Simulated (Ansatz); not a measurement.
# Ba on Mo(100): change of the work function, part 3 of 4

How does Ba on the hollow site change the work function of Mo(100) as the layer fills?

Ansatz 0.2.0; plane-wave DFT, PBE, Ansatz PAW.

So far, work function, upper face (eV): step 2 (the clean slab) 3.83; step 3 (37 atoms, coverage 0.111 ML, cell 3x3) 2.75.

## Step 4: The covered slab, k-mesh 6×6×1, coverage 0.25 ML

System of this step: Ba/Mo(100). The cell holds 17 atoms: 16 Mo and 1 Ba. Its edges and angles: a = 6.300 Å, b = 6.300 Å, c = 25.678 Å, α = 90.0°, β = 90.0°, γ = 90.0°. Vacuum lies along c.

Another coverage, to see how the dipoles act on each other as their distance changes.

File input.yaml:

```yaml
crystal:
  lattice:
    - [6.3, 0.0, 0.0]
    - [0.0, 6.3, 0.0]
    - [0.0, 0.0, 25.6784580857]
  atoms:
    - { symbol: Mo, position: [0.25, 0.25, 0.3504883342] }
    - { symbol: Mo, position: [0.0, 0.0, 0.4118237927] }
    - { symbol: Mo, position: [0.25, 0.25, 0.4757673454] }
    - { symbol: Mo, position: [0.0, 0.0, 0.5295814971] }
    - { symbol: Mo, position: [0.25, 0.75, 0.3504883342] }
    - { symbol: Mo, position: [0.0, 0.5, 0.4118237927] }
    - { symbol: Mo, position: [0.25, 0.75, 0.4757673454] }
    - { symbol: Mo, position: [0.0, 0.5, 0.5295814971] }
    - { symbol: Mo, position: [0.75, 0.25, 0.3504883342] }
    - { symbol: Mo, position: [0.5, 0.0, 0.4118237927] }
    - { symbol: Mo, position: [0.75, 0.25, 0.4757673454] }
    - { symbol: Mo, position: [0.5, 0.0, 0.5295814971] }
    - { symbol: Mo, position: [0.75, 0.75, 0.3504883342] }
    - { symbol: Mo, position: [0.5, 0.5, 0.4118237927] }
    - { symbol: Mo, position: [0.75, 0.75, 0.4757673454] }
    - { symbol: Mo, position: [0.5, 0.5, 0.5295814971] }
    - { symbol: Ba, position: [0.25, 0.25, 0.6495116658] }
kpoints:
  mp_grid: { grid: [6, 6, 1] }
hamiltonian:
  xc: pbe
scf:
  occupations: { method: fermi_dirac, width: 0.1 }
  convergence: { dr2_threshold: 1.0e-08 }
efield:
  axis: 3
  dipole_correction: true
  ramp_position: 0.97
  ramp_width: 0.06
relax:
  f_tol: 0.02
  max_steps: 60
  constraints: [{ sites: [0, 1, 4, 5, 8, 9, 12, 13] }]
output:
  dos: { projected: true, e_range: [-8, 4] }
  write_potential: true
  write_density: true
  volumetric_format: npy
  elf: true
```

Run with:

```console
$ ansatz run input.yaml --threads 4 --pin off --max-ram 16384MiB --backend cpu --events-out ev --progress --plain --runs-dir out
```

Numbers of over 12 decimals in the logs are rounded to 6 here.

The log of the run:

```text
[...]
Crystal: 17 atoms, lattice volume = 1019.178 Å³
Basis set: ecut = 420 eV, 19937 PW (Γ), exchange–correlation on 90×90×360 points (8 copies of the dense FFT grid, shifted against one another)
Bands: 141, of which v1, the nominal top of the filled ones, is band 117 counted from 1 (116 counted from 0)
Symmetry: 8 space group operations
[...]
k-points: 10 of 36
[...]
SCF iter   1: F=—  HF=-85231.213279 eV  |F-HF|=—  |Δ(HF+E_count)|=         —  Δρ=1.03e-2  dr2=5.08e1  ethr=1.77e-3  p=0.796 e·Å  D=1.41e-1 V/Å  ΔV_dip=-3.63 eV  dr2_dipole=3.52e1  V_vac-E_F(+/−)=0.75/4.38 eV  ⟨swp⟩=11.7  Hψ=7326  notcnv=0
[...]
SCF iter  13: F=-85230.157934 eV  HF=-85230.157934 eV  |F-HF|=2.39e-9  |Δ(HF+E_count)|=   2.90e-9  Δρ=3.40e-7  dr2=4.17e-9  ethr=4.27e-12  p=0.402 e·Å  D=7.14e-2 V/Å  ΔV_dip=-1.83 eV  dr2_dipole=1.17e-11  V_vac-E_F(+/−)=2.04/3.87 eV  ⟨swp⟩=11.6  Hψ=9712  notcnv=0
SCF 1 converged in 13 iterations: F = -85230.157934 eV  dr2 = 4.17e-9
[...]
relax step   1: F+E_penalty+E_count = -85230.15793392 eV  Δ(F+E_penalty+E_count) = +0.000e0 eV  max|allowed force component| = 1.134e0 eV/Å  Δτ_max = 0.0000 Å  (13 SCF iters, accepted)
[...]
SCF iter  10: F=-85230.423471 eV  HF=-85230.423471 eV  |F-HF|=8.88e-10  |Δ(HF+E_count)|=   4.37e-9  Δρ=4.30e-7  dr2=4.42e-9  ethr=1.28e-12  p=0.424 e·Å  D=7.53e-2 V/Å  ΔV_dip=-1.93 eV  dr2_dipole=1.60e-10  V_vac-E_F(+/−)=1.94/3.87 eV  ⟨swp⟩=10.9  Hψ=9963  notcnv=0
SCF 2 converged in 10 iterations: F = -85230.423471 eV  dr2 = 4.42e-9
[...]
relax step   2: F+E_penalty+E_count = -85230.42347131 eV  Δ(F+E_penalty+E_count) = -2.655e-1 eV  max|allowed force component| = 1.034e0 eV/Å  Δτ_max = 0.1981 Å  (10 SCF iters, accepted)
[...]
SCF iter  10: F=-85230.612740 eV  HF=-85230.612740 eV  |F-HF|=1.75e-9  |Δ(HF+E_count)|=   3.86e-9  Δρ=4.18e-7  dr2=4.87e-9  ethr=1.36e-12  p=0.426 e·Å  D=7.57e-2 V/Å  ΔV_dip=-1.94 eV  dr2_dipole=1.28e-10  V_vac-E_F(+/−)=1.93/3.87 eV  ⟨swp⟩=12.1  Hψ=10544  notcnv=0
SCF 3 converged in 10 iterations: F = -85230.612740 eV  dr2 = 4.87e-9
relax step   3: F+E_penalty+E_count = -85230.61273972 eV  Δ(F+E_penalty+E_count) = -1.893e-1 eV  max|allowed force component| = 7.377e-1 eV/Å  Δτ_max = 0.1950 Å  (10 SCF iters, accepted)
[...]
relax step   4: F+E_penalty+E_count = -85230.71512536 eV  Δ(F+E_penalty+E_count) = -1.024e-1 eV  max|allowed force component| = 2.683e-1 eV/Å  Δτ_max = 0.1949 Å  (10 SCF iters, accepted)
[...]
relax step   5: F+E_penalty+E_count = -85230.72764710 eV  Δ(F+E_penalty+E_count) = -1.252e-2 eV  max|allowed force component| = 7.359e-2 eV/Å  Δτ_max = 0.1180 Å  (9 SCF iters, accepted)
[...]
relax step   6: F+E_penalty+E_count = -85230.72868534 eV  Δ(F+E_penalty+E_count) = -1.038e-3 eV  max|allowed force component| = 2.842e-2 eV/Å  Δτ_max = 0.0217 Å  (8 SCF iters, accepted)
SCF iter   1: F=—  HF=-85230.729225 eV  |F-HF|=—  |Δ(HF+E_count)|=         —  Δρ=1.99e-4  dr2=2.69e-3  ethr=6.38e-6  p=0.397 e·Å  D=7.06e-2 V/Å  ΔV_dip=-1.81 eV  dr2_dipole=6.05e-4  V_vac-E_F(+/−)=2.06/3.87 eV  ⟨swp⟩=2.0  Hψ=1895  notcnv=0
[...]
SCF iter   8: F=-85230.728735 eV  HF=-85230.728735 eV  |F-HF|=2.91e-11  |Δ(HF+E_count)|=  2.91e-11  Δρ=9.94e-8  dr2=2.52e-10  ethr=4.27e-12  p=0.397 e·Å  D=7.05e-2 V/Å  ΔV_dip=-1.81 eV  dr2_dipole=1.61e-11  V_vac-E_F(+/−)=2.06/3.87 eV  ⟨swp⟩=9.9  Hψ=9732  notcnv=0
SCF 7 converged in 8 iterations: F = -85230.728735 eV  dr2 = 2.52e-10
[...]
relax step   7: F+E_penalty+E_count = -85230.72873520 eV  Δ(F+E_penalty+E_count) = -4.986e-5 eV  max|allowed force component| = 7.144e-3 eV/Å  Δτ_max = 0.0034 Å  (8 SCF iters, accepted)
[...]
SCF converged after 8 iterations
Free energy (F): -85230.728735 eV
[...]
Internal energy: -85230.053391 eV  (E = F + TS)
E sigma→0 (E₀):  -85230.391063 eV
Entropy (-TS):   -0.675344 eV (-39.726 meV/atom)
Fermi energy:    3.446392 eV
Dipole field:    D = 0.070508 V/Å  (p = 0.397124 e·Å, saw-weighted, corrected)
Work function:   Φ+ = 2.0629 eV   Φ− = 3.8734 eV
[...]
--- Forces (eV/Å), atoms counted from 1 ---
  atom   1  Mo     0.00000000    -0.00000000     1.77937602
  atom   2  Mo     0.15037692     0.15037692    -1.65503467
  atom   3  Mo    -0.00000000     0.00000000    -0.00662137
  atom   4  Mo    -0.00379397    -0.00379397    -0.00142683
  atom   5  Mo     0.00000000     0.00000000     1.66152985
  atom   6  Mo     0.15037692    -0.15037692    -1.65503467
  atom   7  Mo    -0.00000000     0.00000000    -0.00351959
  atom   8  Mo    -0.00379397     0.00379397    -0.00142683
  atom   9  Mo     0.00000000    -0.00000000     1.66152985
  atom  10  Mo    -0.15037692     0.15037692    -1.65503467
  atom  11  Mo     0.00000000    -0.00000000    -0.00351959
  atom  12  Mo     0.00379397    -0.00379397    -0.00142683
  atom  13  Mo     0.00000000    -0.00000000     1.52884558
  atom  14  Mo    -0.15037692    -0.15037692    -1.65503467
  atom  15  Mo     0.00000000    -0.00000000     0.00714442
  atom  16  Mo     0.00379397     0.00379397    -0.00142683
  atom  17  Ba     0.00000000     0.00000000     0.00109189
  max |Σ_I F_I| component: 1.10e-5 eV/Å
--- Band table (eV; the first three rows and the last of 10) ---
  k-point 0: bands = [... 113 lower, 3.1860, 3.1860, 3.4043, 3.8822, 3.8822, 3.9369, 4.2925, 4.3385, ... 20 higher]
  k-point 1: bands = [... 113 lower, 3.2571, 3.3466, 3.5085, 3.5814, 3.7399, 3.7591, 3.9877, 4.2112, ... 20 higher]
  k-point 2: bands = [... 113 lower, 3.2696, 3.3442, 3.4390, 3.4452, 3.5335, 3.5925, 3.8246, 3.8331, ... 20 higher]
  k-point 9: bands = [... 113 lower, 2.9722, 2.9932, 3.1994, 3.2851, 3.2851, 3.2912, 3.2994, 3.4156, ... 20 higher]
--- Relaxed structure (7 steps of the walk, 7 accepted, 0 SCFs on fresh bases) ---
  F+E_penalty+E_count = -85230.72873520 eV   max|allowed force component| = 7.144e-3 eV/Å
  atoms:
    - { symbol: Mo, position: [0.250000, 0.250000, 0.350488] }
    - { symbol: Mo, position: [0.0, 0.0, 0.411824] }
    - { symbol: Mo, position: [0.250000, 0.250000, 0.477625] }
    - { symbol: Mo, position: [-0.010136, -0.010136, 0.529996] }
    - { symbol: Mo, position: [0.250000, 0.750000, 0.350488] }
    - { symbol: Mo, position: [0.0, 0.500000, 0.411824] }
    - { symbol: Mo, position: [0.250000, 0.750000, 0.475295] }
    - { symbol: Mo, position: [-0.010136, 0.510136, 0.529996] }
    - { symbol: Mo, position: [0.750000, 0.250000, 0.350488] }
    - { symbol: Mo, position: [0.500000, 0.0, 0.411824] }
    - { symbol: Mo, position: [0.750000, 0.250000, 0.475295] }
    - { symbol: Mo, position: [0.510136, -0.010136, 0.529996] }
    - { symbol: Mo, position: [0.750000, 0.750000, 0.350488] }
    - { symbol: Mo, position: [0.500000, 0.500000, 0.411824] }
    - { symbol: Mo, position: [0.750000, 0.750000, 0.474019] }
    - { symbol: Mo, position: [0.510136, 0.510136, 0.529996] }
    - { symbol: Ba, position: [0.250000, 0.250000, 0.622833] }
```

The job ended after 6.1 min (4 threads of Arm Neoverse V1, shared host; peak memory 3.6 GiB; 24 min of CPU time).

Relaxation path:

```csv
step,energy less that of the first step (eV),largest force component (eV/Å)
1,0.0000,1.1342
2,-0.2655,1.0339
3,-0.4548,0.7377
4,-0.5572,0.2683
5,-0.5697,0.0736
6,-0.5708,0.0284
7,-0.5708,0.0071
```

Forces are held to the 8 operations that the run works with; a distortion that breaks them can't arise in this run.

The atoms that moved most (Å):

```csv
atom,dx,dy,dz,length
Ba17,0.000,0.000,-0.685,0.685
Mo16,0.064,0.064,0.011,0.091
Mo12,0.064,-0.064,0.011,0.091
Mo8,-0.064,0.064,0.011,0.091
Mo4,-0.064,-0.064,0.011,0.091
Mo3,0.000,0.000,0.048,0.048
Mo15,0.000,0.000,-0.045,0.045
Mo11,0.000,0.000,-0.012,0.012
```

The relaxed structure:

```
Mo Ba
1.0
     6.30000    0.00000    0.00000
     0.00000    6.30000    0.00000
     0.00000    0.00000   25.67846
Mo Ba
16 1
Direct
  0.25000 0.25000 0.35049
  0.00000 0.00000 0.41182
  0.25000 0.25000 0.47763
  0.98986 0.98986 0.53000
  0.25000 0.75000 0.35049
  0.00000 0.50000 0.41182
  0.25000 0.75000 0.47529
  0.98986 0.51014 0.53000
  0.75000 0.25000 0.35049
  0.50000 0.00000 0.41182
  0.75000 0.25000 0.47529
  0.51014 0.98986 0.53000
  0.75000 0.75000 0.35049
  0.50000 0.50000 0.41182
  0.75000 0.75000 0.47402
  0.51014 0.51014 0.53000
  0.25000 0.25000 0.62283
```

This step gave:

```
energy at zero smearing        : -85230.3911 eV
work function, upper face      : 2.063 eV
work function, lower face      : 3.873 eV
dipole along the normal        : 0.3971 e·Å
step between the vacuum levels : -1.811 eV
```

The density of states has structure finer than the step of the table below, so its rows give means over 0.25 eV, whole bins alone (the curve runs from -8 to 1.65 eV). Peaks (eV: height): -3.070: 49.6, -2.980: 46.5, -2.380: 39.8, -0.660: 44.7, -0.450: 50.6, -0.270: 40.1, 1.440: 49.8.

The density of states by energy, zero at the Fermi level; means over each step:

energy (eV), density of states (states/eV a cell) and a bar:
```
    -6.25        0.0 
    -6.00        0.9 #
    -5.75        1.3 #
    -5.50        1.6 #
    -5.25        1.8 ##
    -5.00        1.9 ##
    -4.75        5.1 #####
    -4.50        8.3 ########
    -4.25       13.6 #############
    -4.00       19.4 ##################
    -3.75       16.2 ###############
    -3.50       14.1 #############
    -3.25       27.3 #########################
    -3.00       29.3 ###########################
    -2.75       20.0 ##################
    -2.50       25.5 ########################
    -2.25       21.2 ####################
    -2.00       17.0 ################
    -1.75       21.0 ###################
    -1.50       16.0 ###############
    -1.25       19.6 ##################
    -1.00       16.0 ###############
    -0.75       24.6 #######################
    -0.50       32.5 ##############################
    -0.25       28.7 ##########################
     0.00       19.9 ##################
     0.25       11.8 ###########
     0.50       17.5 ################
     0.75       19.7 ##################
     1.00       21.8 ####################
     1.25       24.0 ######################
     1.50       31.9 #############################
```

Projected DOS per atom over height of the atomic layer and energy from the Fermi level. Layers: Mo4 Mo4 Mo4 Mo4 Ba from below.

Ten even steps from '_' (0.00 states/eV) to '@' (3.14 states/eV), each cell a mean:
```
##==----..
==------..
==::..--..
==....--..
@@--::##..
**::::**..
==::::==__
----::==__
==------__
==++++==__
--****--__
--====--__
..====::__
..--==..__
__....____
__________
__________
__________
__________
__________
__________
__________
```
Columns: height of the atomic layer (Å) from 9 to 16.0 (not evenly spaced); rows upwards: energy from the Fermi level (eV) from -7.96 to 1.65.

Valence density in the ca plane at fractional y = 0.250, with atoms of Mo and Ba within 0.2 Å of it. It is the smooth field of the valence electrons, not physical close to the nuclei.

Ten steps, logarithmic in the rise over the least value, from '0' (0.0 e/Å³) to '9' (6.5 e/Å³), each cell a mean:
```
00112333333333333333221111000000000000000000
00123565433334555432211100000000000000000000
00136898643346898532211000000000000000000000
00147999743358999632211000000000000000000000
00147999743358999632211000000000000000000000
00136888643346888532211000000000000000000000
00123555433334555432211100000000000000000000
00112333333333333333221111000000000000000000
00112233333333333333222122211000000000000000
00113444333333444333222344432100000000000000
00125777533335777533223466654200000000000000
00137999743347999642224665665310000000000000
00147999743347999742224664565310000000000000
00137999643347999642223565665210000000000000
00125776533335776533223466654200000000000000
00112344333333444333222344432100000000000000
00112233333333333333222122211000000000000000
```
Columns run along c (16.0 Å, from fractional 0.26 to 0.89 of the cell), rows up along a (6.3 Å). Atoms in or near the plane, at fractional coordinates: Mo at (0.35, 0.25), Mo at (0.48, 0.25), Mo at (0.35, 0.75), Mo at (0.48, 0.75), Ba at (0.62, 0.25).

Electrostatic potential energy in the ca plane at fractional y = 0.250, with atoms of Mo and Ba within 0.2 Å of it. With pseudopotentials it is smooth inside the atoms' cores, unlike the true potential.

Ten even steps from '0' (-66 eV) to '9' (7 eV), each cell a mean:
```
99999999999999999999999999999999999999999999
99998767899998767899999999999999999999999999
99986213699985213799999999999999999999999999
99973000489973000589999999999999999999999999
99973000489973000589999999999999999999999999
99986213699985213799999999999999999999999999
99998767899998767899999999999999999999999999
99999999999999999999999999999999999999999999
99999999999999999999999999999999999999999999
99999888999999888999999877788999999999999999
99987435799997535799998754468999999999999999
99984001589984101589998543346899999999999999
99973000489973000489997532346899999999999999
99984001589984101589998543347899999999999999
99987545799997545799998754468999999999999999
99999888999999888999999887788999999999999999
99999999999999999999999999999999999999999999
```
Columns run along c (16.0 Å, from fractional 0.26 to 0.89 of the cell; values clipped at the 3rd and 97th percentile), rows up along a (6.3 Å). Atoms in or near the plane, at fractional coordinates: Mo at (0.35, 0.25), Mo at (0.48, 0.25), Mo at (0.35, 0.75), Mo at (0.48, 0.75), Ba at (0.62, 0.25).

ELF in the ca plane at fractional y = 0.250, with atoms of Mo and Ba within 0.2 Å of it. It is the smooth field of the valence electrons, not physical close to the nuclei.

Ten even steps from '0' (0.00) to '9' (0.86), each cell a mean:
```
11222223444443223444444210000000000000000000
01112333345432333344444321000000000000000000
00025877434425777324443332210000000000000000
00027757524326758413443333211000000000000000
00027757524326758413443333211000000000000000
00025777434425777324443332110000000000000000
01112333345432333344444321000000000000000000
11222223444443223444444210000000000000000000
12233334444444334544443123321000000000000000
11122222344443212345432368875210000000000000
00114665335433555334422799998520000000000000
00026878524325878523314973499621001000000000
00027747523316747512315940189731001000000000
00026877524325878523314973499621001000000000
00113665335433555334422799998410000000000000
11122222344443212345432368875210000000000000
12233334444444334544443123321000000000000000
```
Columns run along c (16.0 Å, from fractional 0.26 to 0.89 of the cell), rows up along a (6.3 Å). Atoms in or near the plane, at fractional coordinates: Mo at (0.35, 0.25), Mo at (0.48, 0.25), Mo at (0.35, 0.75), Mo at (0.48, 0.75), Ba at (0.62, 0.25).

The relaxation took 7 steps and lowered the energy by 0.57 eV; the largest force on the free atoms ends at 0.0071 eV/Å.

By hand: a sheet of dipoles makes a step −p/(ε₀A) in the electron's potential. With e/ε₀ = 180.95 V·Å, p = 0.3971 e·Å and A = 39.69 Å², that is −180.95 × (0.3971) / 39.69 = -1.811 eV, and the two vacuum levels of the run differ by -1.811 eV.

The covered face has 2.06 eV, -1.77 eV against the clean one; the bare back face has moved by +0.01 eV, a measure of how thin the slab is.

[end of part 3 of 4]

[Logs are printed without paths, hosts, clocks, repeated set-up lines and the standing remarks that a program may print on its own settings, such as how far it seeks lower states.]

[Hosts, paths, dates, database ids (printed as entryN), source tags and the programs' standing remarks are cut or masked in the printed files.]

[Maps of the electrostatic potential energy from Ansatz leave out the sawtooth potential of an applied field or a dipole correction, so their vacuum need not be flat; planar profiles and work functions include it.]
